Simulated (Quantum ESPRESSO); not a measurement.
# CeO2 (Fm-3m): modes at Γ and the response to a field

Aim: the zone-centre modes of CeO2 (Fm-3m).

Calculated with Quantum ESPRESSO 7.5; DFT LDA, scalar-relativistic, plane waves, JTH PAW pseudopotentials.

Experimental background.

For CeO2, cubic fluorite (NIST standard powder, 100 micrometre thin sample, 25 keV beam), “New synchrotron powder diffraction facility for long-duration experiments” (2017, pmc:5294393) gives, by synchrotron X-ray powder diffraction, refinement: lattice constant a (cubic a, average of weekly measurements over 17 weeks) 5.41168 ± 2e-05 Å [Average of repeated refinements on a certified reference powder (certified a = 5.41165 …].

For CeO2, fluorite (strain-free reference powder, 300 K), “Probing individual layers in functional oxide multilayers by wavelength-dependent Raman scattering” (2012, arxiv:1205.3334) gives, by Raman scattering: Raman mode (F2g) about 465 cm⁻¹.

This is a report of a sequence of runs, with most program output left out.

## 1. The starting structure

The structure is cubic, space group Fm-3m (No. 225). Conventional cell: a = 5.407 Å, b = 5.407 Å, c = 5.407 Å, α = 90.00°, β = 90.00°, γ = 90.00°. Nearest to Ce lie 8 O at 2.34 Å. O has 4 Ce at 2.34 Å nearest. Farther neighbours and most contacts between anions are not listed.

## 2. A probe with smearing

Before anything dear is run, a loose run with smearing shows whether this is a metal and how far the cell is from rest.

The input, probe.in:

```
&control
   calculation = 'scf'
   prefix = 'x'
   outdir = './tmp'
   pseudo_dir = './pseudo'
   tprnfor = .true.
   tstress = .true.
   verbosity = 'high'
/
&system
   ibrav = 0
   nat = 3
   ntyp = 2
   ecutwfc = 50.0
   ecutrho = 250.0
   occupations = 'smearing'
   smearing = 'gaussian'
   degauss = 0.01
/
&electrons
   conv_thr = 1.0d-07
   mixing_beta = 0.7
   electron_maxstep = 100
/
ATOMIC_SPECIES
 Ce    140.1160  Ce.upf
 O      15.9990  O.upf
CELL_PARAMETERS angstrom
     0.000000000    2.703650000    2.703650000
     2.703650000    0.000000000    2.703650000
     2.703650000    2.703650000    0.000000000
ATOMIC_POSITIONS crystal
 Ce     0.000000000   0.000000000   0.000000000
 O      0.250000000   0.250000000   0.250000000
 O      0.750000000   0.750000000   0.750000000
K_POINTS automatic
 6 6 6 0 0 0
```

The run is started by

```console
$ OMP_NUM_THREADS=1 mpirun -n 4 pw.x -nk 4 -in probe.in > probe.out
```

The job ended after 12 s (4 MPI ranks of Arm Neoverse V2, shared host).

Read from the output:

```
volume per atom   : 13.18 Å³
pressure          : -2.211 GPa
gap on the k-mesh : 2.023 eV
```

A gap of 2.0 eV opens on this mesh, so the crystal is taken as an insulator; the start stands at -2.2 GPa.

## 3. Relaxation

The relaxation runs at a cutoff a fifth above that of the response, since stress converges more slowly with the basis than frequencies do. Forces and stress are brought to rest with tight thresholds.

The input, relax.in:

```
&control
   calculation = 'vc-relax'
   prefix = 'x'
   outdir = './tmp'
   pseudo_dir = './pseudo'
   tprnfor = .true.
   tstress = .true.
   forc_conv_thr = 2.0d-05
   etot_conv_thr = 1.0d-07
   nstep = 40
/
&system
   ibrav = 0
   nat = 3
   ntyp = 2
   ecutwfc = 60
   ecutrho = 300.0
   occupations = 'fixed'
   nbnd = 14
/
&electrons
   conv_thr = 1.0d-11
   mixing_beta = 0.7
   electron_maxstep = 100
/
&ions
/
&cell
   press_conv_thr = 0.2
/
ATOMIC_SPECIES
 Ce    140.1160  Ce.upf
 O      15.9990  O.upf
CELL_PARAMETERS angstrom
     0.000000000    2.703650000    2.703650000
     2.703650000    0.000000000    2.703650000
     2.703650000    2.703650000    0.000000000
ATOMIC_POSITIONS crystal
 Ce     0.000000000   0.000000000   0.000000000
 O      0.250000000   0.250000000   0.250000000
 O      0.750000000   0.750000000   0.750000000
K_POINTS automatic
 8 8 8 0 0 0
```

The run is started by

```console
$ OMP_NUM_THREADS=1 mpirun -n 4 pw.x -nk 4 -in relax.in > relax.out
```

Run time: 2.1 min. Hardware: 4 MPI ranks; 8.3 min of CPU time.

Relaxation path:

```
step  energy less that of the first step (eV)  largest force (eV/Å)  pressure (GPa)  volume (Å³)
   1                                   0.0000                0.0000           -2.31        39.53
   2                                  -0.0033                0.0000            0.07        39.06
   3                                  -0.0033                0.0000            0.00        39.08
   4                                  -0.0033                0.0000            0.00        39.08
   5                                  -0.0019                0.0000           -0.01        39.08
```

```
conventional cell, symmetrised  before  after  change
                         a (Å)   5.407  5.387  -0.4 %
                         b (Å)   5.407  5.387  -0.4 %
                         c (Å)   5.407  5.387  -0.4 %
              volume (Å³/atom)   13.18  13.03  -1.1 %
```

The relaxed structure:

```
CELL_PARAMETERS angstrom
0.00000 2.69336 2.69336
2.69336 0.00000 2.69336
2.69336 2.69336 0.00000
ATOMIC_POSITIONS crystal
Ce 0.00000 0.00000 0.00000
O 0.25000 0.25000 0.25000
O 0.75000 0.75000 0.75000
```

The last row of the table of steps is pw.x's closing run on a basis chosen anew for the final cell, so its energy can jump.

Numbers from this step:

```
volume per atom   : 13.03 Å³
pressure          : -0.015 GPa
gap on the k-mesh : 1.938 eV
```

The volume changes by -1.1 % from the cell with which this run began.

## 4. Self-consistent run for the response

The response is built on this ground state, so it is converged far tighter than an energy would need. With a gap, occupations are fixed, which also allows the response to an electric field.

The input, scf.in:

```
&control
   calculation = 'scf'
   prefix = 'x'
   outdir = './tmp'
   pseudo_dir = './pseudo'
   tprnfor = .true.
   tstress = .true.
/
&system
   ibrav = 0
   nat = 3
   ntyp = 2
   ecutwfc = 50.0
   ecutrho = 250.0
   occupations = 'fixed'
   nbnd = 14
/
&electrons
   conv_thr = 1.0d-12
   mixing_beta = 0.7
   electron_maxstep = 100
/
ATOMIC_SPECIES
 Ce    140.1160  Ce.upf
 O      15.9990  O.upf
CELL_PARAMETERS angstrom
     0.000000000    2.693356254    2.693356254
     2.693356254    0.000000000    2.693356254
     2.693356254    2.693356254    0.000000000
ATOMIC_POSITIONS crystal
 Ce     0.000000000   0.000000000   0.000000000
 O      0.250000000   0.250000000   0.250000000
 O      0.750000000   0.750000000   0.750000000
K_POINTS automatic
 8 8 8 0 0 0
```

The run is started by

```console
$ OMP_NUM_THREADS=1 mpirun -n 4 pw.x -nk 4 -in scf.in > scf.out
```

It took 31 s on 4 MPI ranks.

Read from the output:

| Property | Result |
| --- | --- |
| pressure | 0.05200 GPa |

The cell stands at 0.052 GPa, close enough for phonons.

## 5. Zone-centre response

At q = 0 one unit cell holds all displacements; symmetry groups them into irreducible representations that are solved one by one. The response to a field gives ε∞ and the Born charges, which polar modes need.

The input, ph.in:

```
phonons
&inputph
   prefix = 'x'
   outdir = './tmp'
   fildyn = 'g.dyn'
   tr2_ph = 1.0d-18
   epsil = .true.
/
0.000000000000 0.000000000000 0.000000000000
```

The run is started by

```console
$ OMP_NUM_THREADS=1 mpirun -n 4 ph.x -nk 4 -in ph.in > ph.out
```

It took 2.9 min on 4 MPI ranks.

Read from the output:

```
miss of the charge sum rule                                       : 0.001740 e
largest acoustic frequency at the zone centre before the sum rule : 0.39 cm⁻¹
highest optical zone-centre mode (no LO-TO term)                  : 444.9 cm⁻¹
lowest optical zone-centre mode                                   : 300.4 cm⁻¹
mean high-frequency dielectric constant                           : 7.933
largest Born charge in size (third of the trace)                  : 5.765 e
```

Born charge (rows field, columns displacement), before the sum rule (e), principal values of the symmetric part by kind of site:

```
atom  atoms with these values    low  middle   high   mean
 Ce1                        1   5.76    5.76   5.76   5.76
  O2                        2  -2.88   -2.88  -2.88  -2.88
```

In full for Ce1:

```
5.76 0.00 0.00
0.00 5.76 0.00
0.00 0.00 5.76
```

High-frequency dielectric tensor:

```
7.93 0.00 0.00
0.00 7.93 0.00
0.00 0.00 7.93
```

The acoustic modes at Γ come out as far as 0.4 cm⁻¹ from zero, where they should vanish, a small numerical error; the Born charges miss their sum rule by 0.0017 e, which is good.

## 6. Modes with the sum rule

A rigid shift of the crystal must cost nothing, but grids and finite bases break this; the acoustic sum rule is imposed before the matrix is diagonalised again. With Born charges the intensities follow, and the static dielectric tensor.

The input, dynmat.in:

```
&input
   fildyn = 'g.dyn'
   asr = 'simple'
   fileig = 'dynmat.eig'
   lperm = .true.
/
```

The run is started by

```console
$ dynmat.x -in dynmat.in > dynmat.out
```

The job ended after 0.45 s (1 thread).

This step gave:

```yaml
mean_static_dielectric_constant: 25.73
```

Unit eigenvectors of the mass-weighted matrix after the sum rule; no LO-TO term. The modes at Γ (shares of kinetic energy by element, %):

```
mode  frequency (cm⁻¹)  symmetry  Ce %  O %
   1               0.0  acoustic    81   19
   2               0.0  acoustic    81   19
   3               0.0  acoustic    81   19
   4             300.4       T1u    19   81
   5             300.4       T1u    19   81
   6             300.4       T1u    19   81
   7             444.9       T2g     0  100
   8             444.9       T2g     0  100
   9             444.9       T2g     0  100
```

Displacements in mode 6 (300.4 cm⁻¹), the largest set to 1:
```
Ce1 -0.23 -0.08  0.00
O2   1.00  0.34  0.00
O3   1.00  0.34  0.00
```

Displacements in mode 8 (444.9 cm⁻¹), the largest set to 1:
```
Ce1  0.00  0.00  0.00
O2   1.00  0.11  0.00
O3  -1.00 -0.11  0.00
```

Degenerate modes summed, no LO-TO term. Lines of the infrared spectrum (strongest = 100):

```
position (cm⁻¹)  lines merged  label  IR intensity, relative
            300             3    T1u                     100
            445             3    T2g                     0.0
```

Static dielectric tensor (ions relaxed, fixed cell):

```
25.73  0.00  0.00
 0.00 25.73  0.00
 0.00  0.00 25.73
```

The rule moves no optical mode by more than 0.1 cm⁻¹.

## 7. The LO-TO splitting (1 0 0)

A longitudinal polar mode sets up a macroscopic field that stiffens it; the term hangs on the direction from which q goes to zero.

The input, dynmat.in:

```
&input
   fildyn = 'g.dyn'
   asr = 'simple'
   fileig = 'dynmat.eig'
   q(1) = 1.0
   q(2) = 0.0
   q(3) = 0.0
/
```

The run is started by

```console
$ dynmat.x -in dynmat.in > dynmat.out
```

The job ended after 0.45 s (1 thread).

Read from the output:

| Item | Value |
| --- | --- |
| highest mode moved by the LO-TO term | 541.0 cm⁻¹ |

Zone-centre frequencies as printed; negative means imaginary. Modes:

```
mode  frequency (cm⁻¹)
   1                 0
   2                 0
   3                 0
   4             300.4
   5             300.4
   6             444.9
   7             444.9
   8             444.9
   9               541
```

The field moves one mode, from 300 to 541 cm⁻¹; the others stay.

## 8. What came out

| Property | Result |
| --- | --- |
| space group after relaxation | Fm-3m |
| volume per atom | 13.0 Å³ |
| gap on the k-mesh | 1.94 eV |
| highest optical zone-centre mode (no LO-TO term) | 444.9 cm⁻¹ |
| lowest optical zone-centre mode | 300.4 cm⁻¹ |
| highest mode moved by the LO-TO term | 541.0 cm⁻¹ |
| mean high-frequency dielectric constant | 7.93 |
| largest Born charge in size (third of the trace) | 5.76 e |
| mean static dielectric constant | 25.7 |
| imaginary optical modes at the zone centre (no q mesh in this session) | none |

In words: At the LDA level the optical modes of CeO2 (Fm-3m) at the zone centre (no LO-TO term) run from 300 to 445 cm⁻¹. Along the directions run, the highest mode that the macroscopic field moves lies at 541 cm⁻¹. Lattice motion raises the mean dielectric constant from 7.933 to 25.73. Of the 6 optical modes, 3 are infrared active alone and 3 are Raman active alone; inversion symmetry keeps the two sets apart. Left out of this account: PBE with JTH PAW, since it is gradient-corrected and no frozen-mode check or second program bears its response out. What is said of the levels holds for those shown. These are harmonic frequencies at zero temperature: anharmonic shifts and linewidths and thermal expansion are left out. Spin-orbit coupling is left out, which can matter for the heavy elements here.

Comparison with the measured values:

| quantity | measured | LDA JTH, Quantum ESPRESSO |
| --- | --- | --- |
| lattice constant a (Å) | 5.41168 | 5.387 (-0.5 %) |
| Raman mode, F2g (cm⁻¹) | 465 | 445 (-4.3 %) |

Measured values from pmc:5294393 (2017) and arxiv:1205.3334 (2012).

**Verdict.** The lattice constant a is off by -0.5 %: good agreement. The Raman mode is off by -4.3 %: fair agreement. The grades are ours: good and fair within 0.7 and 1.5 % for the lattice constant a and 3 and 7 % for the Raman mode. Zero-point motion and thermal expansion (measured at up to 300 K) are not in the computed lattice constants and Raman mode.

[Host names and launcher messages were left out of these logs when they were recorded.]

[Logs are printed without paths, hosts, clocks, repeated set-up lines and the standing remarks that a program may print on its own settings, such as how far it seeks lower states.]

[Hosts, paths, dates, database ids (printed as entryN), source tags and the programs' standing remarks are cut or masked in the printed files.]
